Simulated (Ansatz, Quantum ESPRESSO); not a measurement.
## TiC (rock salt): bulk modulus from a few volumes

How stiff is rock salt TiC under hydrostatic load? Each row relaxes cell and atoms at a set pressure. The phase is followed to these pressures whether or not it stays the stable one.

Calculated with Ansatz 0.2.0, PBEsol, PAW files of the set soft_1, cutoff 600 eV, Fermi–Dirac smearing 0.05 eV, k-mesh 17×17×17, no spin polarisation, no spin-orbit coupling.

Reference cell, relaxed at zero pressure with PBEsol (Fm-3m): a = 3.0355 Å, b = 3.0355 Å, c = 3.0355 Å, α = 60.00°, β = 60.00°, γ = 60.00°.

```csv
atom,x,y,z
Ti,0.0000,0.0000,0.0000
C,0.5000,0.5000,0.5000
```

```
V (Å³/atom)    V/V0  P (GPa)  E − E0 (meV/atom)
    10.0414  1.0155   −3.984                1.9
     9.7116  0.9821    5.015                2.7
     9.4006  0.9507   14.998               21.9
     9.2616  0.9366   19.997               37.1
     9.0101  0.9112   29.994               76.1
```

V0 = 9.8886 Å³ an atom, where the residual pressure P0 is 0.000 GPa. **Question.** Fit the Birch–Murnaghan law and give the pressure and the energy at V = 9.5502 Å³ an atom, a row left out above.

With the Eulerian strain f = ½[(V0/V)^(2/3) − 1] and F = (P − P0)/[3f(1 + 2f)^(5/2)], the third-order law is the line F = B0 + (3/2) B0 (B′ − 4) f.

| f | F (GPa) |
| --- | --- |
| 0.03199 | 267.61 |
| 0.02232 | 267.76 |
| 0.01716 | 267.81 |
| 0.00606 | 267.81 |
| −0.00509 | 267.91 |

A straight line through the 5 rows: the means are 0.01449 for f and 267.78 for F, Σ(Δx)² = 0.0008291 and ΣΔxΔy = −0.00585, so the slope is −0.00585/0.0008291 = −7.0554 and the intercept 267.78 − (−7.0554)(0.01449) = 267.88.

Hence B0 = 267.9 GPa and B′ = 4 + (−7.1)/(1.5 × 267.9) = 3.98. For the withheld volume f = 0.01174, F = 267.80 GPa and P = 10.00 GPa. The run itself gives 10.00 GPa, so the estimate misses by 0.00 GPa, a rounding's worth.

Integrating the same law gives E − E0 = (9/2) B0 V0 f²[1 + (B′ − 4) f] + P0(V0 − V), with 1 GPa Å³ = 6.2415 meV: 10.3 meV an atom. The run itself gives 10.3 meV, so the estimate misses by 0.0 meV, a rounding's worth.

The same fit over all rows at other levels or in other programs gives B0 = 268 GPa with PBEsol (Quantum ESPRESSO, GBRV).

Measured volume: 10.134 Å³ an atom (Acta Chemica Scandinavica A 32 89 1978), so V0 is −2.4 % off. A stiffness follows the volume as d ln B/d ln V = −B′, which moves B0 by about −9 % when it is taken at the measured volume.

The calculation is for a static lattice, while measurements hold thermal and zero-point motion.

[Logs are printed without paths, hosts, clocks, repeated set-up lines and the standing remarks that a program may print on its own settings, such as how far it seeks lower states.]
